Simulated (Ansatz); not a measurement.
# KSnCl3 (model cell, started as cubic perovskite with Sn in the octahedra): from the cell to its phonons

Wanted: phonon frequencies of KSnCl3 (model cell, started as cubic perovskite with Sn in the octahedra) and what follows from them.

Main program and level: Ansatz 0.2.0; DFT PBEsol, scalar-relativistic, plane waves, PAW; PAW set soft_1.

The structure was built from a prototype and need not be the compound's stable phase.

### Step 1. Set-up

Symmetry: Pm-3m, No. 221, cubic system. The conventional cell has a = 5.704 Å, b = 5.704 Å, c = 5.704 Å, α = 90.00°, β = 90.00°, γ = 90.00°. Nearest to K lie 12 Cl at 4.03 Å. Nearest to Sn lie 6 Cl at 2.85 Å. Cl has 2 Sn at 2.85 Å nearest. Farther neighbours and most contacts between anions are not listed.

### Step 2. Bringing the structure to rest, k-mesh 4×4×4

The cell and atoms are relaxed, since residual forces and stress would shift the frequencies.

input.yaml

```yaml
crystal:
  lattice:
    - [5.7036, 0.0, 0.0]
    - [0.0, 5.7036, 0.0]
    - [0.0, 0.0, 5.7036]
  atoms:
    - { symbol: K, position: [0.0, 0.0, 0.0] }
    - { symbol: Sn, position: [0.5, 0.5, 0.5] }
    - { symbol: Cl, position: [0.5, 0.5, 0.0] }
    - { symbol: Cl, position: [0.5, 0.0, 0.5] }
    - { symbol: Cl, position: [0.0, 0.5, 0.5] }
kpoints:
  mp_grid: { grid: [4, 4, 4] }
hamiltonian:
  xc: pbesol
  pseudopotentials: { kind: paw, azcp: { folder: soft_1 }, xc_functional: pbe }
scf:
  occupations: { method: gaussian, width: 0.02 }
output:
  forces: true
  stress: true
  eigenvalues: true
relax:
  adjacent_minimum: "off"
  f_tol: 0.005
  max_steps: 80
  cell: { stress_tol: 0.05 }
```

On the command line:

```bash
ansatz run input.yaml --threads 4 --pin off --max-ram 16384MiB --backend cpu --events-out ev --progress --plain --runs-dir out
```

Numbers of over 12 decimals in the logs are rounded to 6 here.

Log:

```text
Engine: ansatz 0.2.0, aarch64-unknown-linux-gnu
Pseudopotentials: kind: paw
Pseudopotential: K, paw, valence charge 9, recommended cutoff 420 eV (normal), soft_1/K.paw.azcp
Pseudopotential: Sn, paw, valence charge 14, recommended cutoff 420 eV (normal), soft_1/Sn.paw.azcp
Pseudopotential: Cl, paw, valence charge 7, recommended cutoff 420 eV (normal), soft_1/Cl.paw.azcp
Functional definition: PBEsol
  exchange = pbesol_x
  correlation = pbesol_c
Crystal: 5 atoms, lattice volume = 185.544 Å³
Basis set: ecut = 420 eV, 3695 PW (Γ), exchange–correlation on 80×80×80 points (8 copies of the dense FFT grid, shifted against one another)
Bands: 27, of which v1, the nominal top of the filled ones, is band 22 counted from 1 (21 counted from 0)
Symmetry: 48 space group operations
Space group: Pm-3m (ITA 221), of the structure as read, at distance tolerance 5.7e-5 Å
k-points: 10 of 64
Non-local potential: K, projectors of the file, l = 0: 3, l = 1: 2, l = 2: 2
Non-local potential: Sn, projectors of the file, l = 0: 2, l = 1: 2, l = 2: 2, l = 3: 1
Non-local potential: Cl, projectors of the file, l = 0: 2, l = 1: 2, l = 2: 1
PAW form: soft (Blöchl's): semilocal exchange-correlation on the pseudo side does not see the compensation charge
PAW frozen core: K, regenerated for the run's functional, and the local potential with it (the file was generated under x = pbe(κ = 0.804, μ = 0.219515), c = pbe(β = 0.066725))
PAW frozen core: Sn, regenerated for the run's functional, and the local potential with it (the file was generated under x = pbe(κ = 0.804, μ = 0.219515), c = pbe(β = 0.066725))
PAW frozen core: Cl, regenerated for the run's functional, and the local potential with it (the file was generated under x = pbe(κ = 0.804, μ = 0.219515), c = pbe(β = 0.066725))
PAW one-centre angular grid: K, 110 points (default); XC on 64 Gauss nodes
PAW one-centre angular grid: Sn, 590 points (default); XC on 64 Gauss nodes
PAW one-centre angular grid: Cl, 110 points (default); XC on 64 Gauss nodes
Initial density: superposition of atomic densities (chi_scale 0.1, normalization cell, long waves kept (reshape's long-wave potential 0.02 eV rms))
Initial wavefunctions: pseudopotential atomic-orbital guess
Functional: x = pbesol(κ = 0.804, μ = 0.123457), c = pbesol(β = 0.046)
SCF iter   1: F=—  HF=-10655.979954 eV  |F-HF|=—  |Δ(HF+E_count)|=         —  Δρ=3.17e-2  dr2=2.74e0  ethr=3.10e-3  ⟨swp⟩=7.6  Hψ=1344  notcnv=0
preconditioner: auto → Resta (q_TF=auto, 2.146 Å⁻¹)  ε∞=4.8  [insulator: Δε(μ)=0.762 eV  Ē_g=6.280 eV  σ=0.020 eV  W_gap=1.00  n_scr=26 (ndim 8)  ℏωp=12.2 eV  f_vac=0.049  D(μ)=0.00/eV (n_scr^D=0)  ε∞_Penn≈4.8]
SCF iter   2: F=—  HF=-10655.039295 eV  |F-HF|=—  |Δ(HF+E_count)|=   9.41e-1  Δρ=1.26e-2  dr2=5.98e-1  ethr=3.10e-3  ⟨swp⟩=3.2  Hψ=653  notcnv=0  defer=10
SCF iter   3: F=—  HF=-10654.792783 eV  |F-HF|=—  |Δ(HF+E_count)|=   2.47e-1  Δρ=4.51e-3  dr2=9.05e-2  ethr=1.36e-3  ⟨swp⟩=3.4  Hψ=548  notcnv=0  defer=10
SCF iter   4: F=—  HF=-10654.763170 eV  |F-HF|=—  |Δ(HF+E_count)|=   2.96e-2  Δρ=1.36e-3  dr2=8.62e-3  ethr=2.06e-4  ⟨swp⟩=4.7  Hψ=568  notcnv=0  defer=10
SCF iter   5: F=—  HF=-10654.762557 eV  |F-HF|=—  |Δ(HF+E_count)|=   6.13e-4  Δρ=4.05e-4  dr2=5.18e-4  ethr=1.96e-5  ⟨swp⟩=3.4  Hψ=471  notcnv=0  defer=10
SCF iter   6: F=—  HF=-10654.763026 eV  |F-HF|=—  |Δ(HF+E_count)|=   4.69e-4  Δρ=8.53e-5  dr2=1.63e-5  ethr=1.18e-6  ⟨swp⟩=2.2  Hψ=449  notcnv=0  defer=10
SCF iter   7: F=—  HF=-10654.763143 eV  |F-HF|=—  |Δ(HF+E_count)|=   1.18e-4  Δρ=2.70e-5  dr2=2.03e-6  ethr=3.71e-8  ⟨swp⟩=2.0  Hψ=480  notcnv=0  defer=10
SCF iter   8: F=-10654.763148 eV  HF=-10654.763148 eV  |F-HF|=1.81e-7  |Δ(HF+E_count)|=   4.56e-6  Δρ=5.45e-6  dr2=7.30e-8  ethr=2.27e-10  ⟨swp⟩=13.5  Hψ=1863  notcnv=0
SCF 1 converged in 8 iterations: F = -10654.763148 eV  dr2 = 7.30e-8
  greatest PAW one-centre occupation: 0.993 electrons in one spin orbital (limit 2), on the Sn atom at site 1 (counted from 0), in its partial waves of l = 2
relax step   1: F+E_penalty+E_count = -10654.76314816 eV  Δ(F+E_penalty+E_count) = +0.000e0 eV  max|allowed force component| = 1.098e-28 eV/Å  Δτ_max = 0.0000 Å  P = -2.203 GPa  Ω = 185.544 Å³  (8 SCF iters, dr2 threshold 1.00e-7 eV, accepted)
Crystal: 5 atoms, lattice volume = 175.142 Å³
Basis set: ecut = 420 eV, 3407 PW (Γ), exchange–correlation on 80×80×80 points (8 copies of the dense FFT grid, shifted against one another)
Initial density: handed on by an earlier stage of this run
Initial wavefunctions: those handed on with the density
iter 1 solved again at ethr=3.45e-5 eV; its pass at ethr=3.10e-3 eV (dr2=1.52e-2 eV) is discarded
SCF iter   1: F=—  HF=-10654.882220 eV  |F-HF|=—  |Δ(HF+E_count)|=         —  Δρ=1.85e-3  dr2=1.61e-2  ethr=3.45e-5  ⟨swp⟩=2.8  Hψ=1657  notcnv=0
preconditioner: auto → Resta (q_TF=auto, 2.167 Å⁻¹)  ε∞=2.9  [insulator: Δε(μ)=0.804 eV  Ē_g=11.526 eV  σ=0.020 eV  W_gap=1.00  n_scr=26 (ndim 8)  ℏωp=15.9 eV  f_vac=0.163  D(μ)=0.00/eV (n_scr^D=0)  ε∞_Penn≈2.9]
SCF iter   2: F=—  HF=-10654.876715 eV  |F-HF|=—  |Δ(HF+E_count)|=   5.50e-3  Δρ=8.52e-4  dr2=2.91e-3  ethr=3.45e-5  ⟨swp⟩=3.2  Hψ=470  notcnv=0
SCF iter   3: F=—  HF=-10654.875550 eV  |F-HF|=—  |Δ(HF+E_count)|=   1.17e-3  Δρ=3.20e-4  dr2=3.85e-4  ethr=6.61e-6  ⟨swp⟩=2.2  Hψ=435  notcnv=0
SCF iter   4: F=—  HF=-10654.875487 eV  |F-HF|=—  |Δ(HF+E_count)|=   6.26e-5  Δρ=7.05e-5  dr2=1.61e-5  ethr=8.75e-7  ⟨swp⟩=2.1  Hψ=379  notcnv=0
SCF iter   5: F=—  HF=-10654.875495 eV  |F-HF|=—  |Δ(HF+E_count)|=   7.76e-6  Δρ=2.38e-5  dr2=1.02e-6  ethr=3.66e-8  ⟨swp⟩=2.0  Hψ=464  notcnv=0
SCF iter   6: F=-10654.875496 eV  HF=-10654.875495 eV  |F-HF|=8.69e-8  |Δ(HF+E_count)|=   2.81e-7  Δρ=3.97e-6  dr2=3.03e-8  ethr=1.14e-9  ⟨swp⟩=8.3  Hψ=1409  notcnv=0
SCF 2 converged in 6 iterations: F = -10654.875496 eV  dr2 = 3.03e-8
relax step   2: F+E_penalty+E_count = -10654.87549558 eV  Δ(F+E_penalty+E_count) = -1.123e-1 eV  max|allowed force component| = 7.481e-30 eV/Å  Δτ_max = 0.0000 Å  P = -1.192 GPa  Ω = 175.142 Å³  energy of the carried Pulay correction = +2.266e-4 eV  (6 SCF iters, dr2 threshold 5.00e-7 eV, accepted)
Crystal: 5 atoms, lattice volume = 164.290 Å³
Basis set: ecut = 420 eV, 3191 PW (Γ), exchange–correlation on 80×80×80 points (8 copies of the dense FFT grid, shifted against one another)
iter 1 solved again at ethr=4.01e-5 eV; its pass at ethr=3.10e-3 eV (dr2=1.77e-2 eV) is discarded
SCF iter   1: F=—  HF=-10654.916610 eV  |F-HF|=—  |Δ(HF+E_count)|=         —  Δρ=2.06e-3  dr2=1.86e-2  ethr=4.01e-5  ⟨swp⟩=2.4  Hψ=1667  notcnv=0
preconditioner: auto → Resta (q_TF=auto, 2.190 Å⁻¹)  ε∞=2.9  [insulator: Δε(μ)=0.450 eV  Ē_g=11.792 eV  σ=0.020 eV  W_gap=1.00  n_scr=26 (ndim 8)  ℏωp=16.4 eV  f_vac=0.131  D(μ)=0.00/eV (n_scr^D=0)  ε∞_Penn≈2.9]
SCF iter   2: F=—  HF=-10654.910257 eV  |F-HF|=—  |Δ(HF+E_count)|=   6.35e-3  Δρ=9.84e-4  dr2=3.59e-3  ethr=4.01e-5  ⟨swp⟩=3.4  Hψ=496  notcnv=0
SCF iter   3: F=—  HF=-10654.908812 eV  |F-HF|=—  |Δ(HF+E_count)|=   1.45e-3  Δρ=3.49e-4  dr2=4.20e-4  ethr=8.17e-6  ⟨swp⟩=2.5  Hψ=458  notcnv=0
SCF iter   4: F=—  HF=-10654.908723 eV  |F-HF|=—  |Δ(HF+E_count)|=   8.85e-5  Δρ=7.63e-5  dr2=1.67e-5  ethr=9.54e-7  ⟨swp⟩=2.2  Hψ=424  notcnv=0
SCF iter   5: F=—  HF=-10654.908733 eV  |F-HF|=—  |Δ(HF+E_count)|=   9.64e-6  Δρ=2.17e-5  dr2=8.01e-7  ethr=3.78e-8  ⟨swp⟩=2.6  Hψ=518  notcnv=0
SCF iter   6: F=-10654.908734 eV  HF=-10654.908734 eV  |F-HF|=7.58e-8  |Δ(HF+E_count)|=   4.99e-7  Δρ=3.51e-6  dr2=2.35e-8  ethr=1.14e-9  ⟨swp⟩=8.7  Hψ=1413  notcnv=0
SCF 3 converged in 6 iterations: F = -10654.908734 eV  dr2 = 2.35e-8
relax step   3: F+E_penalty+E_count = -10654.90873362 eV  Δ(F+E_penalty+E_count) = -3.324e-2 eV  max|allowed force component| = 8.796e-30 eV/Å  Δτ_max = 0.0000 Å  P = +0.307 GPa  Ω = 164.290 Å³  energy of the carried Pulay correction = +4.775e-4 eV  (6 SCF iters, dr2 threshold 5.00e-7 eV, accepted)
[...]
relax step   4: F+E_penalty+E_count = -10654.91049615 eV  Δ(F+E_penalty+E_count) = -1.763e-3 eV  max|allowed force component| = 1.486e-29 eV/Å  Δτ_max = 0.0000 Å  P = -0.028 GPa  Ω = 166.401 Å³  energy of the carried Pulay correction = +4.275e-4 eV  (5 SCF iters, dr2 threshold 2.36e-7 eV, accepted)
Initial wavefunctions: pseudopotential atomic-orbital guess (no wavefunctions were taken with the density)
iter 1 solved again at ethr=2.35e-7 eV; its pass at ethr=3.10e-3 eV (dr2=1.03e-4 eV) is discarded
SCF iter   1: F=—  HF=-10654.910125 eV  |F-HF|=—  |Δ(HF+E_count)|=         —  Δρ=4.02e-5  dr2=3.78e-7  ethr=2.35e-7  ⟨swp⟩=4.0  Hψ=2212  notcnv=0
preconditioner: auto → Resta (q_TF=auto, 2.186 Å⁻¹)  ε∞=2.9  [insulator: Δε(μ)=0.554 eV  Ē_g=11.769 eV  σ=0.020 eV  W_gap=1.00  n_scr=26 (ndim 8)  ℏωp=16.3 eV  f_vac=0.144  D(μ)=0.00/eV (n_scr^D=0)  ε∞_Penn≈2.9]
SCF iter   2: F=—  HF=-10654.910157 eV  |F-HF|=—  |Δ(HF+E_count)|=   3.15e-5  Δρ=2.04e-5  dr2=9.36e-8  ethr=8.59e-10  ⟨swp⟩=2.6  Hψ=504  notcnv=0
SCF iter   3: F=—  HF=-10654.910157 eV  |F-HF|=—  |Δ(HF+E_count)|=   3.19e-7  Δρ=4.42e-6  dr2=5.83e-9  ethr=2.13e-10  ⟨swp⟩=2.0  Hψ=370  notcnv=0
SCF iter   4: F=—  HF=-10654.910157 eV  |F-HF|=—  |Δ(HF+E_count)|=   1.78e-8  Δρ=3.44e-7  dr2=2.18e-10  ethr=1.33e-11  ⟨swp⟩=2.1  Hψ=455  notcnv=0
SCF iter   5: F=-10654.910157 eV  HF=-10654.910157 eV  |F-HF|=8.55e-11  |Δ(HF+E_count)|=  4.17e-10  Δρ=1.20e-7  dr2=4.02e-11  ethr=1.00e-12  ⟨swp⟩=5.9  Hψ=1142  notcnv=0
SCF 5 converged in 5 iterations: F = -10654.910157 eV  dr2 = 4.02e-11
relax step   5: F+E_penalty+E_count = -10654.91015698 eV  Δ(F+E_penalty+E_count) = +3.392e-4 eV  max|allowed force component| = 1.809e-29 eV/Å  Δτ_max = 0.0000 Å  P = -0.029 GPa  Ω = 166.401 Å³  stress off target by 2.94e-2 GPa  SCF on the basis re-selected at this cell (its energy is not comparable with the rows above)  (5 SCF iters)
basis re-selected at this cell: Δ(F+E_penalty+E_count) = +3.392e-4 eV, ΔP = -0.001 GPa vs the last step (what re-selecting the basis moved, of the pressure what is left beyond the Pulay correction that the steps carried, after the strain that the cell walked since its last selection, with what the two solves' SCF thresholds leave and, on support functions, any second-order correction that the steps lacked; it is no m [...]
SCF converged after 5 iterations
Free energy (F): -10654.910157 eV
Harris-Foulkes:  -10654.910157 eV  (|F-HF|=8.55e-11)
Internal energy: -10654.910157 eV  (E = F + TS)
E sigma→0 (E₀):  -10654.910157 eV
Fermi energy:    4.732837 eV
--- Per-component energies (eV) ---
  E_band       = -367.831762
  E_kinetic    = 876.729257
  E_local      = -3060.493882  (includes V_loc(G=0)·N_el)
  E_nonlocal   = 255.948792
  E_hartree    = 1255.399658
  E_xc         = -577.209471
  E_vxc        = -591.696963  (∫ρ·V_xc dr)
  E_paw        = -6980.401836  (= ΣΔE_a)
  E_vpaw       = -359.119092  (= ΣTr[D̂ρ^β])
  E_aug_tail   = 0.000650  (compensation charges beyond the density's cutoff)
  E_ewald      = -2425.511346
  E_core_change = 0.628021  (= ΣΔE_core)
  E_smearing   = -0.000000  (= −TS)
  E_closure    = -0.000000  (closes the sum)
  Σ components = -10654.910157   (vs F -10654.910157, Δ=0.00e0)
--- Forces (eV/Å), atoms counted from 1 ---
  atom   1  K      0.00000000     0.00000000    -0.00000000
  atom   2  Sn    -0.00000000     0.00000000     0.00000000
  atom   3  Cl     0.00000000    -0.00000000     0.00000000
  atom   4  Cl     0.00000000    -0.00000000     0.00000000
  atom   5  Cl     0.00000000     0.00000000    -0.00000000
  max |Σ_I F_I| component: 1.85e-29 eV/Å
--- Stress (GPa, compression-positive) ---
       -0.029421      -0.000000       0.000000
       -0.000000      -0.029421      -0.000000
        0.000000      -0.000000      -0.029421
  P = ⅓ Tr σ = -0.0294 GPa (-0.294 kbar)
--- Band table (eV; the first three rows and the last of 10) ---
  k-point 0: bands = [... 18 lower, 0.6103, 0.6558, 0.6558, 0.6558, 5.9388, 8.1793, 8.1793, 8.7505, ... 1 higher]
  k-point 1: bands = [... 18 lower, 0.5522, 0.6321, 0.6321, 1.0052, 6.4663, 7.8020, 8.3787, 8.6053, ... 1 higher]
  k-point 2: bands = [... 18 lower, 0.4962, 0.6237, 0.6237, 2.0658, 6.1179, 7.4955, 7.9849, 8.7032, ... 1 higher]
  k-point 9: bands = [... 18 lower, 1.0803, 1.0803, 1.0803, 4.4561, 5.0104, 5.0104, 5.0104, 7.3367, ... 1 higher]
--- Relaxed structure (4 steps of the walk, 4 accepted, 1 SCFs on fresh bases) ---
  F+E_penalty+E_count = -10654.91015698 eV   max|allowed force component| = 1.809e-29 eV/Å   (the final SCF, on the basis selected at the relaxed cell)
  cell:  # Å, volume = 166.4014 Å³
    - [5.500291, 0, 0]
    - [0, 5.500291, 0]
    - [0, 0, 5.500291]
  atoms:
    - { symbol: K, position: [0, 0, 0] }
    - { symbol: Sn, position: [0.5, 0.5, 0.5] }
    - { symbol: Cl, position: [0.5, 0.5, 0] }
    - { symbol: Cl, position: [0.5, 0, 0.5] }
    - { symbol: Cl, position: [0, 0.5, 0.5] }
```

Elapsed: 5.3 s, on 4 threads of Arm Neoverse V1, shared host; peak memory 0.47 GiB; 19 s of CPU time.

Relaxation path:

```
step  energy less that of the first step (eV)  largest force component (eV/Å)  pressure (GPa)  volume (Å³)
   1                                   0.0000                          0.0000           -2.20       185.54
   2                                  -0.1123                          0.0000           -1.19       175.14
   3                                  -0.1456                          0.0000            0.31       164.29
   4                                  -0.1473                          0.0000           -0.03       166.40
  5*                                  -0.1470                          0.0000           -0.03       166.40
```

Relaxation steps marked * repeat the geometry before them on a plane-wave basis chosen anew for their cell, so energy and pressure can jump there.

The run keeps the 48 symmetry operations that it works with, so distortions that break them were not tested.

```
conventional cell, symmetrised  before  after   change
                         a (Å)   5.704  5.500   -3.6 %
                         b (Å)   5.704  5.500   -3.6 %
                         c (Å)   5.704  5.500   -3.6 %
              volume (Å³/atom)   37.11  33.28  -10.3 %
```

The relaxed structure:

```
K Sn Cl
1.0
     5.50029    0.00000    0.00000
     0.00000    5.50029    0.00000
     0.00000    0.00000    5.50029
K Sn Cl
1 1 3
Cartesian
  0.0000 0.0000 0.0000
  2.7501 2.7501 2.7501
  2.7501 2.7501 0.0000
  2.7501 0.0000 2.7501
  0.0000 2.7501 2.7501
```

Numbers from this step:

```
pressure           : -0.02942 GPa
gap on the k-mesh  : 0.5543 eV
volume per atom    : 33.28 Å³
direct gap on mesh : 0.5543 eV
```

In this step the volume went from 37.11 to 33.28 Å³/atom.

### Step 3. Relaxation, k-mesh 6×6×6

The relaxation is repeated from its end, on the mesh and smearing that suit the cell and gap now reached.

Changes to input.yaml since step 2:

```diff
@@ -2,5 +2,5 @@
   lattice:
-    - [5.7036, 0.0, 0.0]
-    - [0.0, 5.7036, 0.0]
-    - [0.0, 0.0, 5.7036]
+    - [5.5002905338, 0.0, 0.0]
+    - [0.0, 5.5002905338, 0.0]
+    - [0.0, 0.0, 5.5002905338]
   atoms:
@@ -12,3 +12,3 @@
 kpoints:
-  mp_grid: { grid: [4, 4, 4] }
+  mp_grid: { grid: [6, 6, 6] }
 hamiltonian:
```

Log:

```text
[...]
Crystal: 5 atoms, lattice volume = 166.401 Å³
Basis set: ecut = 420 eV, 3239 PW (Γ), exchange–correlation on 80×80×80 points (8 copies of the dense FFT grid, shifted against one another)
Bands: 27, of which v1, the nominal top of the filled ones, is band 22 counted from 1 (21 counted from 0)
Symmetry: 48 space group operations
[...]
k-points: 20 of 216
[...]
--- Relaxed structure (3 steps of the walk, 3 accepted, 1 SCFs on fresh bases) ---
[...]
cell:  # Å, volume = 165.0329 Å³
    - [5.485171, 0, 0.0]
    - [0, 5.485171, 0.0]
    - [0, 0.0, 5.485171]
  atoms:
    - { symbol: K, position: [0, 0, 0] }
    - { symbol: Sn, position: [0.5, 0.5, 0.5] }
    - { symbol: Cl, position: [0.5, 0.5, 0] }
    - { symbol: Cl, position: [0.5, 0, 0.5] }
    - { symbol: Cl, position: [0, 0.5, 0.5] }
[key lines of the parts left out:]
SCF converged after 5 iterations
Free energy (F): -10654.954055 eV
Fermi energy:    4.842463 eV
P = ⅓ Tr σ = 0.0010 GPa (0.010 kbar)
```

It took 7 s on 4 threads; peak memory 0.49 GiB.

The steps of the relaxation:

```
step  energy less that of the first step (eV)  largest force component (eV/Å)  pressure (GPa)  volume (Å³)
   1                                   0.0000                          0.0000           -0.21       166.40
   2                                  -0.0008                          0.0000           -0.08       165.55
   3                                  -0.0009                          0.0000            0.00       165.03
  4*                                  -0.0009                          0.0000            0.00       165.03
```

Relaxation steps marked * repeat the geometry before them on a plane-wave basis chosen anew for their cell, so energy and pressure can jump there.

Forces are held to the 48 operations that the run works with; a distortion that breaks them can't arise in this run.

```
conventional cell, symmetrised  before  after  change
                         a (Å)   5.500  5.485  -0.3 %
                         b (Å)   5.500  5.485  -0.3 %
                         c (Å)   5.500  5.485  -0.3 %
              volume (Å³/atom)   33.28  33.01  -0.8 %
```

The relaxed structure:

```xyz
5
Lattice="5.4852 0.0000 0.0000 0.0000 5.4852 0.0000 0.0000 0.0000 5.4852" Properties=species:S:1:pos:R:3 pbc="T T T"
K     0.0000    0.0000    0.0000
Sn    2.7426    2.7426    2.7426
Cl    2.7426    2.7426    0.0000
Cl    2.7426    0.0000    2.7426
Cl    0.0000    2.7426    2.7426
```

Numbers from this step:

| Property | Result |
| --- | --- |
| pressure | 0.001003 GPa |
| gap on the k-mesh | 0.5124 eV |
| volume per atom | 33.01 Å³ |
| direct gap on mesh | 0.5124 eV |

In this step the volume went from 33.28 to 33.01 Å³/atom.

(Part 1 of 3 ends here.)

[Logs are printed without paths, hosts, clocks, repeated set-up lines and the standing remarks that a program may print on its own settings, such as how far it seeks lower states.]

[Hosts, paths, dates, database ids (printed as entryN), source tags and the programs' standing remarks are cut or masked in the printed files.]
